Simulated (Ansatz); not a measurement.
## Work function of Fe(100): what the settings cost and change

How thick a slab and how much vacuum does the work function of Fe(100) need?

Main program and level: Ansatz 0.2.0; plane-wave DFT, PBE, Ansatz PAW.

**Measured values to reproduce.**

For Fe (clean (100) face, a compiled value), “Anisotropic work function of elemental crystals” (2019, arxiv:1902.07811) quotes earlier work: work function (clean (100) face, a compiled value) 4.75 eV.

Report form: the programs' logs are mostly left out.

## Step 1: Set-up

The cell holds 1 atom: 1 Fe. Cell: a = 2.870 Å, b = 2.870 Å, c = 18.000 Å, α = 90.0°, β = 90.0°, γ = 90.0°. Vacuum lies along c.

## Step 2: Slab, setting 1 layer

A work function rests on the faint tail of the density, so the SCF threshold is tight. The slab grows from one layer, at fixed mesh and 18 Å of vacuum; then the vacuum is varied on one slab.

input.yaml reads:

```yaml
crystal:
  lattice:
    - [2.87, 0.0, 0.0]
    - [0.0, 2.87, 0.0]
    - [0.0, 0.0, 18.0]
  atoms:
    - { symbol: Fe, position: [0.5, 0.5, 0.5], spin: 2.5 }
magnetization:
  spin_polarized: true
kpoints:
  mp_grid: { grid: [14, 14, 1] }
hamiltonian:
  xc: pbe
scf:
  occupations: { method: fermi_dirac, width: 0.1 }
  convergence: { dr2_threshold: 1.0e-09 }
efield:
  axis: 3
  dipole_correction: true
  ramp_position: 0.97
  ramp_width: 0.06
output:
  write_potential: true
  write_density: true
  volumetric_format: npy
  elf: true
```

The run is started by

```sh
$ ansatz run input.yaml --threads 4 --pin off --max-ram 6144MiB --backend cpu --events-out ev --progress --plain --runs-dir out
```

Run time: 27 s. Hardware: 4 threads of Arm Neoverse N1, shared host; peak memory 0.53 GiB; 53 s of CPU time.

This step gave:

```
energy at zero smearing   : -4477.7350 eV
total moment              : 3.281 μB
site moments              : 3.238 μB
work function, upper face : 3.988 eV
```

Running mean over 1.435 Å of the planar mean; the ramp of the sawtooth is left out. Table of electron's electrostatic potential energy less the Fermi level by z:

z (Å), electron's electrostatic potential energy less the Fermi level (eV) and a bar from the least value:
```
      3.0       3.99 ##############################
      3.5       3.99 ##############################
      4.0       3.99 ##############################
      4.5       3.99 ##############################
      5.0       3.99 ##############################
      5.5       3.98 ##############################
      6.0       3.96 ##############################
      6.5       3.88 ##############################
      7.0       3.61 #############################
      7.5       2.65 ###########################
      8.0      -0.68 ###################
      8.5      -5.68 ######
      9.0      -8.25 
      9.5      -5.68 ######
     10.0      -0.68 ###################
     10.5       2.65 ###########################
     11.0       3.61 #############################
     11.5       3.88 ##############################
     12.0       3.96 ##############################
     12.5       3.98 ##############################
     13.0       3.99 ##############################
     13.5       3.99 ##############################
     14.0       3.99 ##############################
     14.5       3.99 ##############################
     15.0       3.99 ##############################
```

Site moment by atom:

```tsv
atom	site moment (μB)
Fe1	3.24
```

Spin density in the ca plane at fractional y = 0.500, with atoms of Fe within 0.2 Å of it.

Ten even steps from '0' (0.0 e/Å³) to '9' (5.5 e/Å³), each cell a mean:
```
00000000000000000000000000000000000000000000
00000000000000000000000000000000000000000000
00000000000000000000023100000000000000000000
00000000000000000000169300000000000000000000
00000000000000000000046200000000000000000000
00000000000000000000001000000000000000000000
00000000000000000000000000000000000000000000
00000000000000000000000000000000000000000000
```
Columns run along c (18.0 Å), rows up along a (2.9 Å). Atoms in or near the plane, at fractional coordinates: Fe at (0.50, 0.50).

Electrostatic potential energy in the ca plane at fractional y = 0.500, with atoms of Fe within 0.2 Å of it. With pseudopotentials it is smooth inside the atoms' cores, unlike the true potential.

Values in eV, 5 rows by 16 columns, each cell a mean:
```
  2   2   2   2   2   2   1  -3  -5   1   2   2   2   2   2   2
  2   2   2   2   2   2   0 -19 -25   0   2   2   2   2   2   2
  2   2   2   2   2   2   0 -24 -29  -1   2   2   2   2   2   2
  2   2   2   2   2   2   1 -14 -19   0   2   2   2   2   2   2
  2   2   2   2   2   2   2  -1  -2   1   2   2   2   2   2   2
```
Columns run along c (18.0 Å; values clipped at the 3rd and 97th percentile), rows up along a (2.9 Å). Atoms in or near the plane, at fractional coordinates: Fe at (0.50, 0.50).

ELF in the ca plane at fractional y = 0.500, with atoms of Fe within 0.2 Å of it. It is the smooth field of the valence electrons, not physical close to the nuclei.

Ten even steps from '0' (0.00) to '9' (0.82), each cell a mean:
```
00000000000000000123332333100000000000000000
00000000000000000112233222100000000000000000
00000000000000000011367411100000000000000000
00000000000000000011389621000000000000000000
00000000000000000011378511000000000000000000
00000000000000000011245311100000000000000000
00000000000000000123222232100000000000000000
00000000000000000124443443200000000000000000
```
Columns run along c (18.0 Å), rows up along a (2.9 Å). Atoms in or near the plane, at fractional coordinates: Fe at (0.50, 0.50).

The work function is 3.988 eV.

## Step 3: Slab, 2 atoms

System of this step: Fe(100). The cell holds 2 atoms: 2 Fe. Its edges and angles: a = 2.870 Å, b = 2.870 Å, c = 19.435 Å, α = 90.0°, β = 90.0°, γ = 90.0°. Vacuum lies along c.

input.yaml, the sections that differ from step 2:

```yaml
crystal:
  lattice:
    - [2.87, 0.0, 0.0]
    - [0.0, 2.87, 0.0]
    - [0.0, 0.0, 19.435]
  atoms:
    - { symbol: Fe, position: [0.5, 0.5, 0.4630820684], spin: 2.5 }
    - { symbol: Fe, position: [0.0, 0.0, 0.5369179316], spin: 2.5 }
output:
  write_potential: true
  write_density: true
  volumetric_format: npy
# magnetization, kpoints, hamiltonian, scf, efield: as in step 2
```

It took 36 s on 4 threads; peak memory 0.59 GiB.

The work function is 4.024 eV, +0.035 eV from the run “1 layer”, at 1.6 times its CPU time.

## Step 4: Slab, 3 atoms

System of this step: Fe(100). The cell holds 3 atoms: 3 Fe. Its edges and angles: a = 2.870 Å, b = 2.870 Å, c = 20.870 Å, α = 90.0°, β = 90.0°, γ = 90.0°. Vacuum lies along c.

input.yaml, the sections that differ from step 3:

```yaml
crystal:
  lattice:
    - [2.87, 0.0, 0.0]
    - [0.0, 2.87, 0.0]
    - [0.0, 0.0, 20.87]
  atoms:
    - { symbol: Fe, position: [0.0, 0.0, 0.4312410158], spin: 2.5 }
    - { symbol: Fe, position: [0.5, 0.5, 0.5], spin: 2.5 }
    - { symbol: Fe, position: [0.0, 0.0, 0.5687589842], spin: 2.5 }
# magnetization, kpoints, hamiltonian, scf, efield, output: as in step 3
```

Run time: 55 s. Hardware: 4 threads; peak memory 0.73 GiB.

The work function is 3.791 eV, -0.232 eV from the run “2 layers”, at 1.6 times its CPU time.

## Step 5: Slab, 4 atoms

System of this step: Fe(100). The cell holds 4 atoms: 4 Fe. Cell: a = 2.870 Å, b = 2.870 Å, c = 22.305 Å, α = 90.0°, β = 90.0°, γ = 90.0°. Vacuum lies along c.

input.yaml, the sections that differ from step 4:

```yaml
crystal:
  lattice:
    - [2.87, 0.0, 0.0]
    - [0.0, 2.87, 0.0]
    - [0.0, 0.0, 22.305]
  atoms:
    - { symbol: Fe, position: [0.5, 0.5, 0.4034969738], spin: 2.5 }
    - { symbol: Fe, position: [0.0, 0.0, 0.4678323246], spin: 2.5 }
    - { symbol: Fe, position: [0.5, 0.5, 0.5321676754], spin: 2.5 }
    - { symbol: Fe, position: [0.0, 0.0, 0.5965030262], spin: 2.5 }
# magnetization, kpoints, hamiltonian, scf, efield, output: as in step 4
```

Run time: 93 s. Hardware: 4 threads; peak memory 0.86 GiB.

The work function is 3.930 eV, +0.139 eV from the run “3 layers”, at 1.7 times its CPU time.

## Step 6: Run, 5 atoms

System of this step: Fe(100). The cell holds 5 atoms: 5 Fe. Cell: a = 2.870 Å, b = 2.870 Å, c = 23.740 Å, α = 90.0°, β = 90.0°, γ = 90.0°. Vacuum lies along c.

input.yaml, the sections that differ from step 5:

```yaml
crystal:
  lattice:
    - [2.87, 0.0, 0.0]
    - [0.0, 2.87, 0.0]
    - [0.0, 0.0, 23.74]
  atoms:
    - { symbol: Fe, position: [0.0, 0.0, 0.3791069924], spin: 2.5 }
    - { symbol: Fe, position: [0.5, 0.5, 0.4395534962], spin: 2.5 }
    - { symbol: Fe, position: [0.0, 0.0, 0.5], spin: 2.5 }
    - { symbol: Fe, position: [0.5, 0.5, 0.5604465038], spin: 2.5 }
    - { symbol: Fe, position: [0.0, 0.0, 0.6208930076], spin: 2.5 }
# magnetization, kpoints, hamiltonian, scf, efield, output: as in step 5
```

Elapsed: 2 min, on 4 threads; peak memory 1 GiB.

The work function is 3.831 eV, -0.099 eV from the run “4 layers”, at 1.4 times its CPU time.

## Step 7: Slab, 6 atoms

System of this step: Fe(100). The cell holds 6 atoms: 6 Fe. Its edges and angles: a = 2.870 Å, b = 2.870 Å, c = 25.175 Å, α = 90.0°, β = 90.0°, γ = 90.0°. Vacuum lies along c.

input.yaml, the sections that differ from step 6:

```yaml
crystal:
  lattice:
    - [2.87, 0.0, 0.0]
    - [0.0, 2.87, 0.0]
    - [0.0, 0.0, 25.175]
  atoms:
    - { symbol: Fe, position: [0.5, 0.5, 0.3574975174], spin: 2.5 }
    - { symbol: Fe, position: [0.0, 0.0, 0.4144985104], spin: 2.5 }
    - { symbol: Fe, position: [0.5, 0.5, 0.4714995035], spin: 2.5 }
    - { symbol: Fe, position: [0.0, 0.0, 0.5285004965], spin: 2.5 }
    - { symbol: Fe, position: [0.5, 0.5, 0.5855014896], spin: 2.5 }
    - { symbol: Fe, position: [0.0, 0.0, 0.6425024826], spin: 2.5 }
# magnetization, kpoints, hamiltonian, scf, efield, output: as in step 6
```

It took 2.5 min on 4 threads; peak memory 1.3 GiB.

The work function is 3.895 eV, +0.064 eV from the run “5 layers”, at 1.3 times its CPU time.

## Step 8: Slab, 8 atoms

System of this step: Fe(100). The cell holds 8 atoms: 8 Fe. Cell: a = 2.870 Å, b = 2.870 Å, c = 28.045 Å, α = 90.0°, β = 90.0°, γ = 90.0°. Vacuum lies along c.

input.yaml, the sections that differ from step 7:

```yaml
crystal:
  lattice:
    - [2.87, 0.0, 0.0]
    - [0.0, 2.87, 0.0]
    - [0.0, 0.0, 28.045]
  atoms:
    - { symbol: Fe, position: [0.5, 0.5, 0.3209128187], spin: 2.5 }
    - { symbol: Fe, position: [0.0, 0.0, 0.3720805848], spin: 2.5 }
    - { symbol: Fe, position: [0.5, 0.5, 0.4232483509], spin: 2.5 }
    - { symbol: Fe, position: [0.0, 0.0, 0.474416117], spin: 2.5 }
    - { symbol: Fe, position: [0.5, 0.5, 0.525583883], spin: 2.5 }
    - { symbol: Fe, position: [0.0, 0.0, 0.5767516491], spin: 2.5 }
    - { symbol: Fe, position: [0.5, 0.5, 0.6279194152], spin: 2.5 }
    - { symbol: Fe, position: [0.0, 0.0, 0.6790871813], spin: 2.5 }
# magnetization, kpoints, hamiltonian, scf, efield, output: as in step 7
```

Run time: 4.5 min. Hardware: 4 threads; peak memory 1.8 GiB.

The work function is 3.878 eV, -0.017 eV from the run “6 layers”, at 1.7 times its CPU time.

## Step 9: Run, 10 atoms

System of this step: Fe(100). The cell holds 10 atoms: 10 Fe. Cell: a = 2.870 Å, b = 2.870 Å, c = 30.915 Å, α = 90.0°, β = 90.0°, γ = 90.0°. Vacuum lies along c.

input.yaml, the sections that differ from step 8:

```yaml
crystal:
  lattice:
    - [2.87, 0.0, 0.0]
    - [0.0, 2.87, 0.0]
    - [0.0, 0.0, 30.915]
  atoms:
    - { symbol: Fe, position: [0.5, 0.5, 0.2911208151], spin: 2.5 }
    - { symbol: Fe, position: [0.0, 0.0, 0.3375384118], spin: 2.5 }
    - { symbol: Fe, position: [0.5, 0.5, 0.3839560084], spin: 2.5 }
    - { symbol: Fe, position: [0.0, 0.0, 0.430373605], spin: 2.5 }
    - { symbol: Fe, position: [0.5, 0.5, 0.4767912017], spin: 2.5 }
    - { symbol: Fe, position: [0.0, 0.0, 0.5232087983], spin: 2.5 }
    - { symbol: Fe, position: [0.5, 0.5, 0.569626395], spin: 2.5 }
    - { symbol: Fe, position: [0.0, 0.0, 0.6160439916], spin: 2.5 }
    - { symbol: Fe, position: [0.5, 0.5, 0.6624615882], spin: 2.5 }
    - { symbol: Fe, position: [0.0, 0.0, 0.7088791849], spin: 2.5 }
# magnetization, kpoints, hamiltonian, scf, efield, output: as in step 8
```

The job ended after 7.5 min (4 threads; peak memory 2.3 GiB).

The work function is 3.874 eV, -0.004 eV from the run “8 layers”, at 1.7 times its CPU time.

## Step 10: Run, 13 atoms

System of this step: Fe(100). The cell holds 13 atoms: 13 Fe. Its edges and angles: a = 2.870 Å, b = 2.870 Å, c = 35.220 Å, α = 90.0°, β = 90.0°, γ = 90.0°. Vacuum lies along c.

input.yaml, the sections that differ from step 9:

```yaml
crystal:
  lattice:
    - [2.87, 0.0, 0.0]
    - [0.0, 2.87, 0.0]
    - [0.0, 0.0, 35.22]
  atoms:
    - { symbol: Fe, position: [0.0, 0.0, 0.2555366269], spin: 2.5 }
    - { symbol: Fe, position: [0.5, 0.5, 0.2962805224], spin: 2.5 }
    - { symbol: Fe, position: [0.0, 0.0, 0.3370244179], spin: 2.5 }
    - { symbol: Fe, position: [0.5, 0.5, 0.3777683135], spin: 2.5 }
    - { symbol: Fe, position: [0.0, 0.0, 0.418512209], spin: 2.5 }
    - { symbol: Fe, position: [0.5, 0.5, 0.4592561045], spin: 2.5 }
    - { symbol: Fe, position: [0.0, 0.0, 0.5], spin: 2.5 }
    - { symbol: Fe, position: [0.5, 0.5, 0.5407438955], spin: 2.5 }
    - { symbol: Fe, position: [0.0, 0.0, 0.581487791], spin: 2.5 }
    - { symbol: Fe, position: [0.5, 0.5, 0.6222316865], spin: 2.5 }
    - { symbol: Fe, position: [0.0, 0.0, 0.6629755821], spin: 2.5 }
    - { symbol: Fe, position: [0.5, 0.5, 0.7037194776], spin: 2.5 }
    - { symbol: Fe, position: [0.0, 0.0, 0.7444633731], spin: 2.5 }
# magnetization, kpoints, hamiltonian, scf, efield, output: as in step 9
```

Elapsed: 11 min, on 4 threads; peak memory 3.3 GiB.

The work function is 3.870 eV, -0.004 eV from the run “10 layers”, at 1.6 times its CPU time.

## Step 11: Slab, 7 atoms

System of this step: Fe(100). The cell holds 7 atoms: 7 Fe. Cell: a = 2.870 Å, b = 2.870 Å, c = 18.610 Å, α = 90.0°, β = 90.0°, γ = 90.0°. Vacuum lies along c.

input.yaml, the sections that differ from step 10:

```yaml
crystal:
  lattice:
    - [2.87, 0.0, 0.0]
    - [0.0, 2.87, 0.0]
    - [0.0, 0.0, 18.61]
  atoms:
    - { symbol: Fe, position: [0.0, 0.0, 0.2686727566], spin: 2.5 }
    - { symbol: Fe, position: [0.5, 0.5, 0.3457818377], spin: 2.5 }
    - { symbol: Fe, position: [0.0, 0.0, 0.4228909189], spin: 2.5 }
    - { symbol: Fe, position: [0.5, 0.5, 0.5], spin: 2.5 }
    - { symbol: Fe, position: [0.0, 0.0, 0.5771090811], spin: 2.5 }
    - { symbol: Fe, position: [0.5, 0.5, 0.6542181623], spin: 2.5 }
    - { symbol: Fe, position: [0.0, 0.0, 0.7313272434], spin: 2.5 }
# magnetization, kpoints, hamiltonian, scf, efield, output: as in step 10
```

It took 2.3 min on 4 threads; peak memory 1.1 GiB.

The work function is 3.852 eV. The program marks this work function as in doubt.

## Step 12: Slab, 7 atoms (run 2)

The cell differs from the one that the last finished run ended in (c 18.610 → 22.610 Å).

input.yaml, the sections that differ from step 11:

```yaml
crystal:
  lattice:
    - [2.87, 0.0, 0.0]
    - [0.0, 2.87, 0.0]
    - [0.0, 0.0, 22.61]
  atoms:
    - { symbol: Fe, position: [0.0, 0.0, 0.3095975232], spin: 2.5 }
    - { symbol: Fe, position: [0.5, 0.5, 0.3730650155], spin: 2.5 }
    - { symbol: Fe, position: [0.0, 0.0, 0.4365325077], spin: 2.5 }
    - { symbol: Fe, position: [0.5, 0.5, 0.5], spin: 2.5 }
    - { symbol: Fe, position: [0.0, 0.0, 0.5634674923], spin: 2.5 }
    - { symbol: Fe, position: [0.5, 0.5, 0.6269349845], spin: 2.5 }
    - { symbol: Fe, position: [0.0, 0.0, 0.6904024768], spin: 2.5 }
# magnetization, kpoints, hamiltonian, scf, efield, output: as in step 11
```

Run time: 2.6 min. Hardware: 4 threads; peak memory 1.3 GiB.

The work function is 3.857 eV, +0.006 eV from the run “7 layers, 10 Å of vacuum”, at 1.2 times its CPU time.

## Step 13: Run, 7 atoms

The cell differs from the one that the last finished run ended in (c 22.610 → 34.610 Å).

input.yaml, the sections that differ from step 12:

```yaml
crystal:
  lattice:
    - [2.87, 0.0, 0.0]
    - [0.0, 2.87, 0.0]
    - [0.0, 0.0, 34.61]
  atoms:
    - { symbol: Fe, position: [0.0, 0.0, 0.3756139844], spin: 2.5 }
    - { symbol: Fe, position: [0.5, 0.5, 0.4170759896], spin: 2.5 }
    - { symbol: Fe, position: [0.0, 0.0, 0.4585379948], spin: 2.5 }
    - { symbol: Fe, position: [0.5, 0.5, 0.5], spin: 2.5 }
    - { symbol: Fe, position: [0.0, 0.0, 0.5414620052], spin: 2.5 }
    - { symbol: Fe, position: [0.5, 0.5, 0.5829240104], spin: 2.5 }
    - { symbol: Fe, position: [0.0, 0.0, 0.6243860156], spin: 2.5 }
# magnetization, kpoints, hamiltonian, scf, efield, output: as in step 12
```

Run time: 3.5 min. Hardware: 4 threads; peak memory 1.8 GiB; 12 min of CPU time.

The work function is 3.857 eV, +0.000 eV from the run “7 layers, 14 Å of vacuum”, at 1.5 times its CPU time.

## Step 14: The series together

Times are for 4 threads of Arm Neoverse N1, shared host. The runs compared:

```tsv
no.	setting	work function, upper face (eV)	time	memory (GiB)
1	1 layer	3.988	27 s	0.53
2	2 layers	4.024	36 s	0.59
3	3 layers	3.791	55 s	0.73
4	4 layers	3.930	93 s	0.86
5	5 layers	3.831	2 min	1.0
6	6 layers	3.895	2.5 min	1.3
7	8 layers	3.878	4.5 min	1.8
8	10 layers	3.874	7.5 min	2.3
9	13 layers	3.870	11 min	3.3
10	7 layers, 10 Å of vacuum	3.852	2.3 min	1.1
11	7 layers, 14 Å of vacuum	3.857	2.6 min	1.3
12	7 layers, 26 Å of vacuum	3.857	3.5 min	1.8
```

## Step 15: Varying the input

System of this step: Fe(100) monolayer. The cell holds 1 atom: 1 Fe. Cell: a = 2.870 Å, b = 2.870 Å, c = 18.000 Å, α = 90.0°, β = 90.0°, γ = 90.0°. Vacuum lies along c.

An input spoilt on purpose, to show how the run answers: it repeats the earlier run “1 layer” with efield.axis from 3 to 1, and scf.max_iter set to 100; its output block differs too.

input.yaml, the sections that differ from step 13:

```yaml
crystal:
  lattice:
    - [2.87, 0.0, 0.0]
    - [0.0, 2.87, 0.0]
    - [0.0, 0.0, 18.0]
  atoms:
    - { symbol: Fe, position: [0.5, 0.5, 0.5], spin: 2.5 }
scf:
  occupations: { method: fermi_dirac, width: 0.1 }
  convergence: { dr2_threshold: 1.0e-09 }
  max_iter: 100
efield:
  axis: 1
  dipole_correction: true
  ramp_position: 0.97
  ramp_width: 0.06
# magnetization, kpoints, hamiltonian, output: as in step 13
```

It took 27 s on 4 threads; peak memory 0.69 GiB.

The field now lies along an axis in the plane, so the dipole that the program prints is another component and can't be set beside the earlier one.

With this change the program also warns of density in the ramp of the sawtooth; these numbers are not the system's.

## Step 16: Outcome

```yaml
work_function_2_layers: 4.024 eV
work_function_3_layers: 3.791 eV
work_function_6_layers: 3.895 eV
work_function_13_layers: 3.870 eV
```

What this shows: The thickest slab gives 3.87 eV, and the settings tried spread the value from 3.79 to 4.02 eV. At 18 Å of vacuum, the slabs from 5 layers on stay within 0.04 eV of the thickest. Beyond two layers the value swings up and down with thickness, as is usual where quantum-well states cross the Fermi level; the levels were not examined here. Going from 10 to 26 Å of vacuum moves it by 0.006 eV. The program marks the value as in doubt in “7 layers, 10 Å of vacuum”. The ladder's slabs use the tabulated experimental lattice constant (two decimals; a low-temperature value for the alkali metals). This open face is not relaxed here, and relaxation moves such faces by up to a few tenths of an eV. The magnetic order is the one reached from the typed start; other orders were not compared. In 1 run of the series (7 layers, 10 Å of vacuum) the program warns that electrons reach the sawtooth's ramp, which makes dipole and work function less sure.

Comparison with the measured values:

| quantity | measured | 13 layers |
| --- | --- | --- |
| work function (clean (100) face, a compiled value) (eV) | 4.75 | 3.87 (-0.88 eV) |

Measured values from arxiv:1902.07811 (2019).

How well it matches: The work function is off by -0.88 eV: a clear miss. The grades are ours: good and fair within 3 and 7 % for the work function. No cell relaxation is part of this session.

[Logs are printed without paths, hosts, clocks, repeated set-up lines and the standing remarks that a program may print on its own settings, such as how far it seeks lower states.]

[Hosts, paths, dates, database ids (printed as entryN), source tags and the programs' standing remarks are cut or masked in the printed files.]

[Maps of the electrostatic potential energy from Ansatz leave out the sawtooth potential of an applied field or a dipole correction, so their vacuum need not be flat; planar profiles and work functions include it.]
